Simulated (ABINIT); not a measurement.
# NbInS3 (Pm-3m): zone-centre phonons, part 2 of 4

Which modes does NbInS3 (Pm-3m) have at the zone centre?

ABINIT 10.8.3; DFT PBEsol, scalar-relativistic, plane waves, PseudoDojo norm-conserving pseudopotentials.

So far. Step 4 (Relaxing the cell and atoms): The volume changes by +0.8 % in this run and stands -3.6 % from the first cell. The relaxed cell has a = 4.801 Å (conventional setting).

The structure was built from a prototype and need not be the compound's stable phase.

### 6. Linear response at Γ

At q = 0 one unit cell holds all displacements. The response is solved for single atoms along the cell's directions, and symmetry skips those that follow from others. The crystal is treated as a metal, which screens a static field, so no field response is asked.

Contents of dfpt_gamma.abi:

```

# common to the responses
getwfk_filepath "gso_WFK"
kptopt 2
nqpt 1
qpt 0.0 0.0 0.0
asr 0
chneut 0

# displacements
rfphon 1
rfatpol 1 5
rfdir 1 1 1
tolvrs 1.0d-10
prtwf 0

# basis, mesh and filling
ecut 37.0
ngkpt 6 6 6
nshiftk 1
shiftk 0.0 0.0 0.0
istwfk *1
occopt 3
tsmear 0.01
nband 31
nstep 100
diemac 1000000.0
prtebands 0
prtgsr 0
useylm 1

# cell and atoms
acell 9.072846084 9.072846084 9.072846084
rprim 
    1.0 0.0 0.0
    0.0 1.0 0.0
    0.0 0.0 1.0
ntypat 3
znucl 49 41 16
natom 5
typat 1 2 3 3 3
xred 
    0.0 0.0 0.0
    0.5 0.5 0.5
    0.5 0.5 0.0
    0.5 0.0 0.5
    0.0 0.5 0.5
pp_dirpath "./pseudo"
pseudos "In.upf, Nb.upf, S.upf"
```

Started as:

```
> OMP_NUM_THREADS=1 mpirun -n 4 abinit dfpt_gamma.abi > dfpt_gamma.log
```

Numbers of over 12 decimals in the logs are rounded to 6 here.

dfpt_gamma.abo, the main output file:

```text
[banners, grids, parts of the stress and lines that vanish by symmetry left out]
- input  file    -> dfpt_gamma.abi
- output file    -> dfpt_gamma.abo
- root for input  files -> dfpt_gammai
- root for output files -> dfpt_gammao

 Symmetries : space group Pm -3 m (#221); Bravais cP (primitive cubic)
================================================================================
 Values of the parameters that define the memory need of the present run (RF).
     intxc =       0      iscf =       7    lmnmax =      18     lnmax =       6
     mgfft =      50  mpssoang =       3    mqgrid =    3001     natom =       5
  nloc_mem =       1    nspden =       1   nspinor =       1    nsppol =       1
      nsym =      48    n1xccc =    2501    ntypat =       3    occopt =       3
   xclevel =       2
-    mband =          31        mffmem =           1         mkmem =          28
-   mkqmem =          28        mk1mem =          28           mpw =        8121
      nfft =      125000          nkpt =         112
- my_mband =          31
================================================================================
================================================================================

--------------------------------------------------------------------------------
------------- Echo of variables that govern the present computation ------------
--------------------------------------------------------------------------------
-
- outvars: echo of selected default values
-   iomode0 =  0 , fftalg0 =312 , wfoptalg0 =  0
-
- outvars: echo of global parameters not present in the input file
-  max_nthreads =    1
-
 -outvars: echo values of preprocessed input variables
 [... echo left out ...]
================================================================================

 chkinp: Checking input parameters for consistency.

[...]
== DATASET  1 ==================================================================
-   mpi_nproc: 4, omp_nthreads: 1 (-1 if OMP is not activated)

--- !DatasetInfo
iteration_state: {dtset: 1, }
dimensions: {natom: 5, nkpt: 112, mband: 31, nsppol: 1, nspinor: 1, nspden: 1, mpw: 8121, }
cutoff_energies: {ecut:  37.0, pawecutdg:  -1.0, }
electrons: {nelect:   4.40000000E+01, charge:   0.00000000E+00, occopt:   3.00000000E+00, tsmear:   1.00000000E-02, }
meta: {optdriver: 1, rfphon: 1, }
...

 mkfilename: getwfk from: gso_WFK

 Real(R)+Recip(G) space primitive vectors, cartesian coordinates (Bohr,Bohr^-1):
 R(1)=  9.0728461  0.0000000  0.0000000  G(1)=  0.1102190  0.0000000  0.0000000
 R(2)=  0.0000000  9.0728461  0.0000000  G(2)=  0.0000000  0.1102190  0.0000000
 R(3)=  0.0000000  0.0000000  9.0728461  G(3)=  0.0000000  0.0000000  0.1102190
 Unit cell volume ucvol=  7.4684526E+02 bohr^3
 Angles (23,13,12)=  9.00000000E+01  9.00000000E+01  9.00000000E+01 degrees
 setup1 : take into account q-point for computing boxcut.

 getcut: wavevector=  0.0000  0.0000  0.0000  ngfft=  50  50  50
         ecut(hartree)=     37.000   => boxcut(ratio)=   2.01261

--- Pseudopotential description ------------------------------------------------
- pspini: atom type   1  psp file is ./pseudo/In.upf

- pspini: atom type   2  psp file is ./pseudo/Nb.upf

- pspini: atom type   3  psp file is ./pseudo/S.upf

   2.94811463E+03                                ecore*ucvol(ha*bohr**3)
--------------------------------------------------------------------------------

 ==>  initialize data related to q vector <==

 The list of irreducible perturbations for this q vector is:
    1)    idir= 1    ipert=   1
    2)    idir= 1    ipert=   2
    3)    idir= 1    ipert=   3
    4)    idir= 3    ipert=   3

[...]
The perturbation idir=   2  ipert=   1 is
 symmetric of a previously calculated perturbation.
 So, its SCF calculation is not needed.

 The perturbation idir=   3  ipert=   1 is
 symmetric of a previously calculated perturbation.
 So, its SCF calculation is not needed.

 The perturbation idir=   2  ipert=   2 is
 symmetric of a previously calculated perturbation.
 So, its SCF calculation is not needed.

 The perturbation idir=   3  ipert=   2 is
 symmetric of a previously calculated perturbation.
 So, its SCF calculation is not needed.

[...]
The perturbation idir=   2  ipert=   5 is
 symmetric of a previously calculated perturbation.
 So, its SCF calculation is not needed.

 The perturbation idir=   3  ipert=   5 is
 symmetric of a previously calculated perturbation.
 So, its SCF calculation is not needed.

--------------------------------------------------------------------------------
 Perturbation wavevector (in red.coord.)   0.000000  0.000000  0.000000
 Perturbation : displacement of atom   1   along direction   1
 Found     8 symmetries that leave the perturbation invariant.

[...]
dfpt_looppert : total number of electrons, from k and k+q
  fully or partially occupied states are    4.400000E+01 and    4.400000E+01.
 Initialisation of the first-order wave-functions :
  ireadwf=   0

--- !BeginCycle
iteration_state: {dtset: 1, }
solver: {iscf: 7, nstep: 100, nline: 4, wfoptalg: 0, }
tolerances: {tolvrs: 1.00E-10, }
...

     iter   2DEtotal(Ha)        deltaE(Ha) residm    vres2
-ETOT  1   8.699899     -2.134E+04 4.351E+01 4.161E+02
 ETOT  2 -0.124817     -8.825E+00 1.500E+00 1.306E+02
 ETOT  3 -0.164322     -3.950E-02 2.418E-01 1.609E+01
 ETOT  4 -0.167446     -3.125E-03 6.914E-01 2.068E-01
 ETOT  5 -0.167493     -4.700E-05 1.991E-01 3.569E-03
[...]
At SCF step   13       vres2   =  1.05E-11 < tolvrs=  1.00E-10 =>converged.
[...]
Mean square residual over all n,k,spin=   15.777E-05; max=  14.793E-02

 Thirteen components of 2nd-order total energy (hartree) are
 1,2,3: 0th-order hamiltonian combined with 1st-order wavefunctions
     kin0=   2.93733823E+04 eigvalue=   1.31910654E+03  local=  -1.64599298E+04
 4,5,6: 1st-order hamiltonian combined with 1st and 0th-order wfs
 loc psp =  -6.72798583E+03  Hartree=   1.97609428E+03     xc=  -3.36641222E+02
 note that "loc psp" includes a xc core correction that could be resolved
 7,8,9: eventually, occupation + non-local contributions
    edocc=   1.07933789E+01     enl0=   5.46175210E+03   enl1=  -3.59611294E+04
 1-9 gives the relaxation energy (to be shifted if some occ is /=2.0)
   erelax=  -2.13445576E+04
 10,11,12 Non-relaxation  contributions : frozen-wavefunctions and Ewald
 fr.local=   2.99792181E+03 fr.nonlo=   1.79733924E+04  Ewald=   1.86058756E+02
 13,14 Frozen wf xc core corrections (1) and (2)
 frxc 1  =  -6.35674974E+02  frxc 2 =   8.22692084E+02
 Resulting in :
 2DEtotal=   -0.1674942254E+00 Ha. Also 2DEtotal=   -0.455775006048E+01 eV
    (2DErelax=   -2.1344557604E+04 Ha. 2DEnonrelax=    2.1344390109E+04 Ha)
    (  non-var. 2DEtotal :   -1.6749329174E-01 Ha)

[...]
Perturbation wavevector (in red.coord.)   0.000000  0.000000  0.000000
 Perturbation : displacement of atom   2   along direction   1
 Found     8 symmetries that leave the perturbation invariant.

[...]
dfpt_looppert : total number of electrons, from k and k+q
  fully or partially occupied states are    4.400000E+01 and    4.400000E+01.
 Initialisation of the first-order wave-functions :
  ireadwf=   0

--- !BeginCycle
iteration_state: {dtset: 1, }
solver: {iscf: 7, nstep: 100, nline: 4, wfoptalg: 0, }
tolerances: {tolvrs: 1.00E-10, }
...

     iter   2DEtotal(Ha)        deltaE(Ha) residm    vres2
-ETOT  1   8.146727     -4.865E+03 2.620E+01 6.135E+03
[...]
At SCF step   13       vres2   =  1.90E-11 < tolvrs=  1.00E-10 =>converged.
[...]
Mean square residual over all n,k,spin=   89.104E-09; max=  74.081E-06

 Thirteen components of 2nd-order total energy (hartree) are
 1,2,3: 0th-order hamiltonian combined with 1st-order wavefunctions
     kin0=   3.72704026E+03 eigvalue=   5.02163009E+02  local=  -3.30592404E+03
 4,5,6: 1st-order hamiltonian combined with 1st and 0th-order wfs
 loc psp =  -4.79088931E+03  Hartree=   1.41386068E+03     xc=  -2.76185318E+02
 note that "loc psp" includes a xc core correction that could be resolved
 7,8,9: eventually, occupation + non-local contributions
    edocc=   4.97907472E+02     enl0=   2.31045077E+03   enl1=  -4.94773635E+03
 1-9 gives the relaxation energy (to be shifted if some occ is /=2.0)
   erelax=  -4.86931283E+03
 10,11,12 Non-relaxation  contributions : frozen-wavefunctions and Ewald
 fr.local=   2.21586863E+03 fr.nonlo=   2.46518099E+03  Ewald=   1.86058756E+02
 13,14 Frozen wf xc core corrections (1) and (2)
 frxc 1  =  -3.78495315E+02  frxc 2 =   3.84650396E+02
 Resulting in :
 2DEtotal=    0.3950627578E+01 Ha. Also 2DEtotal=    0.107502052932E+03 eV
    (2DErelax=   -4.8693128262E+03 Ha. 2DEnonrelax=    4.8732634538E+03 Ha)
    (  non-var. 2DEtotal :    3.9506273552E+00 Ha)

[...]
Perturbation wavevector (in red.coord.)   0.000000  0.000000  0.000000
 Perturbation : displacement of atom   3   along direction   1
 Found     4 symmetries that leave the perturbation invariant.

[...]
dfpt_looppert : total number of electrons, from k and k+q
  fully or partially occupied states are    4.400000E+01 and    4.400000E+01.
 Initialisation of the first-order wave-functions :
  ireadwf=   0

--- !BeginCycle
iteration_state: {dtset: 1, }
solver: {iscf: 7, nstep: 100, nline: 4, wfoptalg: 0, }
tolerances: {tolvrs: 1.00E-10, }
...

     iter   2DEtotal(Ha)        deltaE(Ha) residm    vres2
-ETOT  1   2.426477     -5.800E+02 2.299E+00 3.085E+02
[...]
At SCF step   13       vres2   =  9.81E-12 < tolvrs=  1.00E-10 =>converged.
[...]
Mean square residual over all n,k,spin=   43.284E-05; max=  73.532E-02

 Thirteen components of 2nd-order total energy (hartree) are
 1,2,3: 0th-order hamiltonian combined with 1st-order wavefunctions
     kin0=   5.35108514E+02 eigvalue=  -1.65355547E+01  local=  -3.72156998E+02
 4,5,6: 1st-order hamiltonian combined with 1st and 0th-order wfs
 loc psp =  -4.43723277E+02  Hartree=   1.59807211E+02     xc=  -4.48647934E+01
 note that "loc psp" includes a xc core correction that could be resolved
 7,8,9: eventually, occupation + non-local contributions
    edocc=   2.09198280E+01     enl0=   2.98971671E+02   enl1=  -7.18776478E+02
 1-9 gives the relaxation energy (to be shifted if some occ is /=2.0)
   erelax=  -5.81249877E+02
 10,11,12 Non-relaxation  contributions : frozen-wavefunctions and Ewald
 fr.local=   2.39677362E+02 fr.nonlo=   3.60282780E+02  Ewald=  -3.98255042E+00
 13,14 Frozen wf xc core corrections (1) and (2)
 frxc 1  =  -7.06735290E+01  frxc 2 =   5.71577149E+01
 Resulting in :
 2DEtotal=    0.1211900325E+01 Ha. Also 2DEtotal=    0.329774878228E+02 eV
    (2DErelax=   -5.8124987745E+02 Ha. 2DEnonrelax=    5.8246177778E+02 Ha)
    (  non-var. 2DEtotal :    1.2119003928E+00 Ha)

[...]
Perturbation wavevector (in red.coord.)   0.000000  0.000000  0.000000
 Perturbation : displacement of atom   3   along direction   3
 Found     8 symmetries that leave the perturbation invariant.

--------------------------------------------------------------------------------

--------------------------------------------------------------------------------

 dfpt_looppert : total number of electrons, from k and k+q
  fully or partially occupied states are    4.400000E+01 and    4.400000E+01.
 Initialisation of the first-order wave-functions :
  ireadwf=   0

--- !BeginCycle
iteration_state: {dtset: 1, }
solver: {iscf: 7, nstep: 100, nline: 4, wfoptalg: 0, }
tolerances: {tolvrs: 1.00E-10, }
...

     iter   2DEtotal(Ha)        deltaE(Ha) residm    vres2
-ETOT  1   14.120760503194     -6.184E+02 3.020E+00 1.661E+04
[...]
ETOT 12   9.482641     -1.774E-11 1.800E-04 4.585E-10
 ETOT 13   9.482641      5.457E-12 4.212E-04 2.053E-11

 At SCF step   13       vres2   =  2.05E-11 < tolvrs=  1.00E-10 =>converged.
[...]
Mean square residual over all n,k,spin=   41.622E-08; max=  42.119E-05

 Thirteen components of 2nd-order total energy (hartree) are
 1,2,3: 0th-order hamiltonian combined with 1st-order wavefunctions
     kin0=   5.67792438E+02 eigvalue=  -9.77882626E+00  local=  -4.04943440E+02
 4,5,6: 1st-order hamiltonian combined with 1st and 0th-order wfs
 loc psp =  -4.57040578E+02  Hartree=   1.87086565E+02     xc=  -4.64064926E+01
 note that "loc psp" includes a xc core correction that could be resolved
 7,8,9: eventually, occupation + non-local contributions
    edocc=   3.45614158E+01     enl0=   2.94724326E+02   enl1=  -7.89031393E+02
 1-9 gives the relaxation energy (to be shifted if some occ is /=2.0)
   erelax=  -6.23035984E+02
 10,11,12 Non-relaxation  contributions : frozen-wavefunctions and Ewald
 fr.local=  -8.38539036E+01 fr.nonlo=   4.08244161E+02  Ewald=   3.23757133E+02
 13,14 Frozen wf xc core corrections (1) and (2)
 frxc 1  =  -6.99387687E+01  frxc 2 =   5.43100038E+01
 Resulting in :
 2DEtotal=    0.9482640659E+01 Ha. Also 2DEtotal=    0.258035797610E+03 eV
    (2DErelax=   -6.2303598442E+02 Ha. 2DEnonrelax=    6.3251862508E+02 Ha)
    (  non-var. 2DEtotal :    9.4826400090E+00 Ha)

[...]
---- first-order wavefunction calculations are completed ----

 ==> Compute Derivative Database <==

 [... matrices left out ...]
  Phonon wavevector (reduced coordinates) :  0.00000  0.00000  0.00000
 Phonon energies in Hartree :
  -1.568992E-04 -1.568992E-04 -1.568992E-04  1.830892E-05  1.830892E-05
   1.830892E-05  4.347790E-04  4.347790E-04  4.347790E-04  4.479437E-04
   4.479437E-04  4.479437E-04  1.543623E-03  1.543623E-03  1.543623E-03
 Phonon frequencies in cm-1    :
- -3.443539E+01 -3.443539E+01 -3.443539E+01  4.018344E+00  4.018344E+00
-  4.018344E+00  9.542295E+01  9.542295E+01  9.542295E+01  9.831228E+01
-  9.831228E+01  9.831228E+01  3.387860E+02  3.387860E+02  3.387860E+02

== END DATASET(S) ==============================================================
================================================================================

 -outvars: echo values of variables after computation
            acell      9.0728460840E+00  9.0728460840E+00  9.0728460840E+00 Bohr
           etotal      9.4826406592E+00
            fcart      0.0000000000E+00  0.0000000000E+00  0.0000000000E+00
           strten      0.0000000000E+00  0.0000000000E+00  0.0000000000E+00
================================================================================
```

Elapsed: 8.6 min, on 4 MPI ranks of Arm Neoverse V2, shared host.

Numbers from this step:

| Quantity | Value |
| --- | --- |
| largest acoustic frequency at the zone centre before the sum rule | 4.02 cm⁻¹ |
| highest optical zone-centre mode (no LO-TO term) | 338.8 cm⁻¹ |
| lowest optical zone-centre mode | -34.44 cm⁻¹ |

The acoustic modes at Γ come out as far as 4.0 cm⁻¹ from zero, where they should vanish, a small numerical error. The lowest optical mode is imaginary, 34i cm⁻¹, an instability at this level and on this k mesh.

(Part 2 of 4 ends here.)

[Host names and launcher messages were left out of these logs when they were recorded.]

[Logs are printed without paths, hosts, clocks, repeated set-up lines and the standing remarks that a program may print on its own settings, such as how far it seeks lower states.]

[Hosts, paths, dates, database ids (printed as entryN), source tags and the programs' standing remarks are cut or masked in the printed files.]
